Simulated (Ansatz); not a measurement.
# AlN (F-43m):Co_Al, thermodynamic levels from a 54-atom cell, part 2 of 2

Aim: at which Fermi levels does Co_Al in AlN (F-43m) change its charge? The model is a cell of 54 host atoms with 1 Al taken out and 1 Co put in.

Ansatz; place-levels on r2SCAN runs: charge-transition levels and formation energies with image-charge correction and potential alignment at the atomic sites; PAW set soft_1.

So far: The structure; The runs of each charge state.

### Step 3. Levels against the band edges, r2SCAN

A charged cell interacts with its images and the background, and its potential has another zero than the host's. place-levels removes the first by a point-charge model, screened by the static dielectric constant since the ions have relaxed around the charge, and the second by comparing potentials at atoms far from the defect.

The host is a run of the defect-free crystal in the same cutoffs, grids and k-points, so that basis and sampling errors cancel in part in the differences. The host is run in a cell of 2 atoms on a matching mesh. Its band edges are searched through the zone by a band path, so the gap is smaller than, or equal to, that on the mesh. Chemical potentials are energies per atom of Al (fcc) and Co (hcp), run with the same functional and cutoff.

Contents of levels.point.yaml:

```yaml
host:
  run: host.point.run
states: [qm2.point.run, qm2_M2.point.run, qm1_M1.point.run, qm1_M3.point.run, q0.point.run, q0_M4.point.run, q0_M2.point.run, qp1_M1.point.run, qp1_M5.point.run, qp1_M3.point.run]
geometry_from:
  qm2.point.run: qm2.relax_smeared.run
  qm2_M2.point.run: qm2_M2.relax.run
  qm1_M1.point.run: qm1_M1.relax.run
  qm1_M3.point.run: qm1_M3.relax.run
  q0.point.run: q0.relax.run
  q0_M4.point.run: q0_M4.relax.run
  q0_M2.point.run: q0_M2.relax.run
  qp1_M1.point.run: qp1_M1.relax.run
  qp1_M5.point.run: qp1_M5.relax.run
  qp1_M3.point.run: qp1_M3.relax.run
  host.point.run: host.relax.run
chemical_potentials:
  Al:
    energy: -540.418346
    dataset: <sha256 of the dataset>
  Co:
    energy: -5131.524454
    dataset: <sha256 of the dataset>
epsilon: 4.64
static_epsilon: 8.51
vertical:
  - { from: qm2.point.run, to: qm2.point_neutral.run }
  - { from: qm2_M2.point.run, to: qm2_M2.point_neutral.run }
  - { from: qm1_M1.point.run, to: qm1_M1.point_neutral.run }
  - { from: qm1_M3.point.run, to: qm1_M3.point_neutral.run }
  - { from: qp1_M1.point.run, to: qp1_M1.point_neutral.run }
  - { from: qp1_M5.point.run, to: qp1_M5.point_neutral.run }
  - { from: qp1_M3.point.run, to: qp1_M3.point_neutral.run }
```

Command:

```bash
ansatz place-levels levels.point.yaml -- --threads 4 --pin off --max-ram 7536MiB
```

The log of the run:

```text
[... repeated set-up lines and file paths are left out, and long positions are rounded to six places ...]
(+1/0) 0.744 eV above the valence edge, 3.174 eV under the conduction edge
(0/-1) 2.084 eV above the valence edge, 1.835 eV under the conduction edge
(-1/-2) 4.210 eV above the valence edge (+4.713 eV without the band-filling correction), in the conduction band
formation energy of charge +1: +3.905 eV with the Fermi level at the valence edge
formation energy of charge 0: +4.649 eV with the Fermi level at the valence edge
formation energy of charge -1: +6.732 eV with the Fermi level at the valence edge
formation energy of charge -2: +10.942 eV with the Fermi level at the valence edge
vertical -2 to 0: no energy, since no alignment is typed
  the change from vertical[0].from (qm2.point.run) to vertical[0].to (qm2.point_neutral.run): by its potential at epsilon 4.64 it stands at 0.351 0.774 0.685, with an rms radius of about 2.0 Å (1.0 1.3 1.0 Å across the planes of the cell's vectors); [...]
vertical -2 to 0: no energy, since no alignment is typed
  the change from vertical[1].from (qm2_M2.point.run) to vertical[1].to (qm2_M2.point_neutral.run): by its potential at epsilon 4.64 it stands at 0.374 0.707 0.706, with an rms radius of about 1.9 Å (1.1 1.1 1.1 Å across the planes of the cell's vectors); [...]
vertical -1 to 0: no energy, since no alignment is typed
  the change from vertical[2].from (qm1_M1.point.run) to vertical[2].to (qm1_M1.point_neutral.run): by its potential at epsilon 4.64 it stands at 0.382 0.714 0.716, with an rms radius of about 1.8 Å (1.1 1.1 1.1 Å across the planes of the cell's vectors); [...]
vertical -1 to 0: no energy, since no alignment is typed
  the change from vertical[3].from (qm1_M3.point.run) to vertical[3].to (qm1_M3.point_neutral.run): by its potential at epsilon 4.64 it stands at 0.393 0.726 0.726, with an rms radius of about 1.8 Å (1.0 1.0 1.0 Å across the planes of the cell's vectors); [...]
vertical +1 to 0: no energy, since no alignment is typed
  the change from vertical[4].from (qp1_M1.point.run) to vertical[4].to (qp1_M1.point_neutral.run): by its potential at epsilon 4.64 it stands at 0.370 0.704 0.703, with an rms radius of about 1.8 Å (1.0 1.0 1.0 Å across the planes of the cell's vectors); [...]
vertical +1 to 0: no energy, since no alignment is typed
  the change from vertical[5].from (qp1_M5.point.run) to vertical[5].to (qp1_M5.point_neutral.run): by its potential at epsilon 4.64 it stands at 0.354 0.688 0.689, with an rms radius of about 1.3 Å (0.7 0.7 0.7 Å across the planes of the cell's vectors); [...]
vertical +1 to 0: no energy, since no alignment is typed
  the change from vertical[6].from (qp1_M3.point.run) to vertical[6].to (qp1_M3.point_neutral.run): by its potential at epsilon 4.64 it stands at 0.359 0.702 0.701, with an rms radius of about 1.8 Å (1.1 1.0 1.0 Å across the planes of the cell's vectors); [...]
  edges by r2scan, gap 3.918 eV; the host is sampled to repeats of 18.54 Å
  the defect's cells are sampled to repeats of 18.54 Å, like sampling
  charge +1: -29661.7364 eV with its correction of +0.421 eV, at epsilon 8.51, aligned at sites: +0.1246 eV, mean over 19 atomic sites at or beyond 4.63 Å from the host's site at [0.3332, 0.6666, 0.6666] by the defect at [0.3333, 0.6667, 0.6667], with [...]
  charge 0: +0.000 eV for its dipole among its images, +0.000 omitted
  charge -1: -29645.5072 eV with its correction of +0.130 eV, at epsilon 8.51, aligned at sites: +0.1658 eV, mean over 19 atomic sites at or beyond 4.63 Å from the host's site at [0.3332, 0.6666, 0.6666] by the defect at [0.3333, 0.6667, 0.6667], with [...]
  charge -2: -29634.0940 eV with its correction of +0.795 eV, at epsilon 8.51, aligned at sites: +0.1944 eV, mean over 19 atomic sites at or beyond 4.63 Å from the host's site at [0.3332, 0.6666, 0.6666] by the defect at [0.3333, 0.6667, 0.6667], with [...]
  charge +1: states[7] (qp1_M1.point.run) stands 0.275 eV higher, with a moment of 1.00 μB against 5.00
  charge +1: states[9] (qp1_M3.point.run) stands 0.357 eV higher, with a moment of 3.00 μB against 5.00
  charge 0: states[6] (q0_M2.point.run) stands 0.451 eV higher, with a moment of 2.00 μB against 4.00
  charge 0: states[4] (q0.point.run) stands 1.550 eV higher, with a moment of 0.00 μB against 4.00
  charge -1: states[2] (qm1_M1.point.run) stands 0.826 eV higher, with a moment of 1.00 μB against 3.00
  charge -2: states[0] (qm2.point.run) stands 1.458 eV higher, with a moment of 0.00 μB against 2.00
  of states[8] (qp1_M5.point.run): its alignment with the host at atomic sites is doubtful: the mean over the far sites moves by -0.0979 eV from their farther parts to their nearer, more than 0.05 eV. [...]
  of states[5] (q0_M4.point.run): stability_check_not_made
  of states[3] (qm1_M3.point.run): its alignment with the host at atomic sites is doubtful: the mean over the far sites moves by +0.1713 eV from their farther parts to their nearer, more than 0.05 eV. [...]
  of states[1] (qm2_M2.point.run): it parts from the run that its charge is read beside by 2 carriers, of which the mean alone is read, by its potential at epsilon 4.64, taken for that of held ions (one typed too small widens it): that is narrow, but one of [...]
  of states[7] (qp1_M1.point.run): its alignment with the host at atomic sites is doubtful: the mean over the far sites moves by -0.1444 eV from their farther parts to their nearer, more than 0.05 eV. [...]
  of states[9] (qp1_M3.point.run): its alignment with the host at atomic sites is doubtful: the mean over the far sites moves by -0.1434 eV from their farther parts to their nearer, more than 0.05 eV. [...]
  of states[6] (q0_M2.point.run): stability_check_not_made
  of states[2] (qm1_M1.point.run): its alignment with the host at atomic sites is doubtful: the mean over the far sites moves by +0.1624 eV from their farther parts to their nearer, more than 0.05 eV. [...]
  of states[0] (qm2.point.run): it parts from the run at its places by a charge that spreads by about 1.3 Å along one vector (1.3 Å or more is wide), by its potential at epsilon 4.64, taken for that of held ions (one typed too small widens it), where the cell [...]
  of vertical[0].from (qm2.point.run): it parts from the run at its places by a charge that spreads by about 1.3 Å along one vector (1.3 Å or more is wide), by its potential at epsilon 4.64, taken for that of held ions (one typed too small widens it), where [...]
  vertical[0].to (qm2.point_neutral.run): levels filled in part (TS 0.007 eV): its energy is of no whole electron's
  of vertical[1].from (qm2_M2.point.run): stability_check_not_made; [...]
  vertical[1].to (qm2_M2.point_neutral.run): levels filled in part (TS 0.001 eV): its energy is of no whole electron's
  of vertical[2].from (qm1_M1.point.run): stability_check_not_made
  vertical[2].to (qm1_M1.point_neutral.run): levels filled in part (TS 0.008 eV): its energy is of no whole electron's
  of vertical[3].from (qm1_M3.point.run): stability_check_not_made
  vertical[3].to (qm1_M3.point_neutral.run): levels filled in part (TS 0.008 eV): its energy is of no whole electron's
  of vertical[4].from (qp1_M1.point.run): its sublattices stand up to 0.0031 Å off the host's, which by the two runs' forces adds about +0.01 eV to its energy against the host's, and moves the band edges: relax the crystal first, and build the cells on it; [...]
  vertical[4].to (qp1_M1.point_neutral.run): levels filled in part (TS 0.009 eV): its energy is of no whole electron's
  of vertical[5].from (qp1_M5.point.run): stability_check_not_made
  vertical[5].to (qp1_M5.point_neutral.run): levels filled in part (TS 0.010 eV): its energy is of no whole electron's
  of vertical[6].from (qp1_M3.point.run): its moments are held at its close (magnetization.spin_locking), by a field of 0.012 eV a Bohr magneton, and its energy and levels are of the state that this holds: a run that lets them go can end lower; [...]
  vertical[6].to (qp1_M3.point_neutral.run): levels filled in part (TS 0.010 eV): its energy is of no whole electron's
```

It took 1.2 s on 4 threads of Arm Neoverse V1, shared host.

Levels between the charges placed, in eV above the valence top:

|  | gap (eV) | (+1/0) | (0/−1) | (−1/−2) |
| --- | --- | --- | --- | --- |
| r2SCAN | 3.92 | 0.74 | 2.08 | 4.21 |

Corrections by state:

| charge | moment (μB) | image terms and alignment (eV) | band filling (eV) | ε used | over the lowest of its charge, as the program ranks them, band filling apart (eV) |
| --- | --- | --- | --- | --- | --- |
| +1 | 5.0 | 0.421 | - | 8.51 | 0.000 |
| 0 | 4.0 | 0.000 | - | - | 0.000 |
| −1 | 3.0 | 0.130 | - | 8.51 | 0.000 |
| −2 | 2.0 | 0.795 | -0.503 | 8.51 | 0.000 |
| +1 | 1.0 | 0.402 | - | 8.51 | 0.275 |
| +1 | 3.0 | 0.395 | - | 8.51 | 0.357 |
| 0 | 2.0 | 0.000 | - | - | 0.451 |
| 0 | 0.0 | 0.000 | - | - | 1.550 |
| −1 | 1.0 | 0.133 | - | 8.51 | 0.826 |
| −2 | 0.0 | 0.787 | - | 8.51 | 1.458 |

The charged structures listed were also run neutral, and place-levels reads from each pair, by the potential or the spins, how wide the charge is by which they differ; that can be the carrier of either run.

```
charge  rms radius (Å)  spread where it is widest against the cell (Å)  wide from (Å)  reading
    +1             1.3                                            0.73           1.31   narrow
    −1             1.8                                            1.05           1.31   narrow
    −2             1.9                                            1.10           1.31   narrow
```

The neutral runs of these pairs need not share the spin of the lowest neutral state, and very wide values only mean spread over the cell.

From the program's caveats on the states, each cut to its opening words:

- charge +1 (5 μB): its alignment with the host at atomic sites is doubtful: the mean over the far sites moves by -0.0979 eV from their farther parts to their nearer, more than [...]
- charge +1 (5 μB), 0 (4 μB), −1 (3 μB), −2 (2 μB), +1 (1 μB), +1 (3 μB), 0 (2 μB), −1 (1 μB): flagged: stability check not made
- charge −1 (3 μB): its alignment with the host at atomic sites is doubtful: the mean over the far sites moves by +0.1713 eV from their farther parts to their nearer, more than [...]
- charge −2 (2 μB): it parts from the run that its charge is read beside by 2 carriers, of which the mean alone is read, by its potential at epsilon 4.64, taken for that of held [...]
- charge −2 (2 μB): a band-filling correction moves a carrier to the host's band edge, which changes its energy by -0.503 eV
- charge −2 (2 μB): its alignment with the host at atomic sites is doubtful: the mean over the far sites moves by +0.2909 eV from their farther parts to their nearer, more than [...]
- charge +1 (1 μB): its alignment with the host at atomic sites is doubtful: the mean over the far sites moves by -0.1444 eV from their farther parts to their nearer, more than [...]
- charge +1 (1 μB): its sublattices stand up to 0.0031 Å off the host's, which by the two runs' forces adds about +0.01 eV to its energy against the host's, and moves the band [...]
- charge +1 (3 μB): its alignment with the host at atomic sites is doubtful: the mean over the far sites moves by -0.1434 eV from their farther parts to their nearer, more than [...]
- charge +1 (3 μB): its moments are held at its close (magnetization.spin_locking), by a field of 0.012 eV a Bohr magneton, and its energy and levels are of the state that this [...]
- charge −1 (1 μB): its alignment with the host at atomic sites is doubtful: the mean over the far sites moves by +0.1624 eV from their farther parts to their nearer, more than [...]
- charge −2: it parts from the run at its places by a charge that spreads by about 1.3 Å along one vector (1.3 Å or more is wide), by its potential at epsilon 4.64, taken [...]
- charge −2: its alignment with the host at atomic sites is doubtful: the mean over the far sites moves by +0.2614 eV from their farther parts to their nearer, more than [...]

The host's formation energy from the elements is -1.603 eV per atom; it sets how far the chemical potentials can move.

Limit set by the element alone; other compounds of these elements are not counted. Chemical potentials from the elements' reference states: Al 0.00 eV, N -3.21 eV, Co 0.00 eV. Formation energy by charge state (Al-rich; gap 3.92 eV):

| charge | at valence top (eV) | at conduction bottom (eV) | correction included (eV) |
| --- | --- | --- | --- |
| +1 | 3.90 | 7.82 | 0.42 |
| 0 | 4.65 | 4.65 | 0.00 |
| −1 | 6.73 | 2.81 | 0.13 |
| −2 | 10.94 | 3.11 | 0.29 |

Fermi level (eV), lowest formation energy (eV) and a bar from the least value:
```
     0.00       3.90 ##################
     0.36       4.26 ########################
     0.71       4.62 #############################
     1.07       4.65 ##############################
     1.42       4.65 ##############################
     1.78       4.65 ##############################
     2.14       4.59 #############################
     2.49       4.24 #######################
     2.85       3.88 #################
     3.21       3.53 ############
     3.56       3.17 ######
     3.92       2.81
```

Limit set by the element alone; other compounds of these elements are not counted. Chemical potentials from the elements' reference states: N 0.00 eV, Al -3.21 eV, Co 0.00 eV. Formation energies (N-rich), with the Fermi level at the valence top and at the conduction bottom (gap 3.92 eV):

```csv
charge,at valence top (eV),at conduction bottom (eV),correction included (eV)
+1,0.70,4.62,0.42
0,1.44,1.44,0.00
−1,3.53,-0.39,0.13
−2,7.74,-0.10,0.29
```

(Fermi level (eV), lowest formation energy (eV)): (0.00, 0.70), (0.36, 1.05), (0.71, 1.41), (1.07, 1.44), (1.42, 1.44), (1.78, 1.44), (2.14, 1.39), (2.49, 1.03), (2.85, 0.68), (3.21, 0.32), (3.56, -0.04), (3.92, -0.39)

### Step 4. Summary of results

| Property | Result |
| --- | --- |
| gap of the host | 3.92 eV (r2SCAN) |
| level (plus 1/0) | 0.74 eV above the valence top |
| level (0/minus 1) | 2.08 eV above the valence top |
| level (minus 1/minus 2) | 4.21 eV above the valence top, past the conduction bottom (4.71 eV above the valence top without the band-filling term) |
| lowest of the charges placed, just above the valence top (0.02 eV) | +1 |
| lowest of the charges placed, just below the conduction bottom (0.02 eV) | −1 |
| lowest formation energy at mid-gap of the charges run, Al-rich | 4.65 eV |
| lowest formation energy at mid-gap of the charges run, N-rich | 1.44 eV |

What this shows: Of the charges placed (−2, −1, 0 and +1), the lowest changes at 0.74 eV (+1/0) and 2.08 eV (0/−1) above the valence top, in a gap of 3.92 eV. Charges above +1 were not placed, so these runs say nothing of levels that involve them. States placed: +1 at 5 μB, 1 μB and 3 μB; 0 at 4 μB, 2 μB and 0 μB; −1 at 3 μB and 1 μB; −2 at 2 μB and 0 μB. Other spin states or structures, where not listed, weren't placed. The program finds carriers beyond a band edge of the host and adds a band-filling term at charge −2 (-0.50 eV); steps to such a charge show no bound level, and a defect level inside a band would be read the same way. Co is taken at its element; compounds, which aren't counted here, bound the chemical potentials and would shift these formation energies. The program doubts the alignment of potentials for at least one state, a sign that the cell is small. Keep in mind: r2SCAN makes the gap too small and tends to spread out bound carriers; where a gas molecule sets a chemical potential or the host's formation energy, its binding is uncorrected; force components of up to 0.24 eV/Å remain in a run at the final settings.

[Logs are printed without paths, hosts, clocks, repeated set-up lines and the standing remarks that a program may print on its own settings, such as how far it seeks lower states.]

[Hosts, paths, dates, database ids (printed as entryN), source tags and the programs' standing remarks are cut or masked in the printed files.]

[Where a table of states has a column of steps, it counts the stored structures, which are thinned; the runs took as many ionic steps or more.]

[A defect's name tells the site on which it was built; relaxed atoms can leave that site.]

[For some hosts the program warned that the k-mesh of the response run may be too coarse for force constants and the static dielectric constant; such warnings are not shown here.]
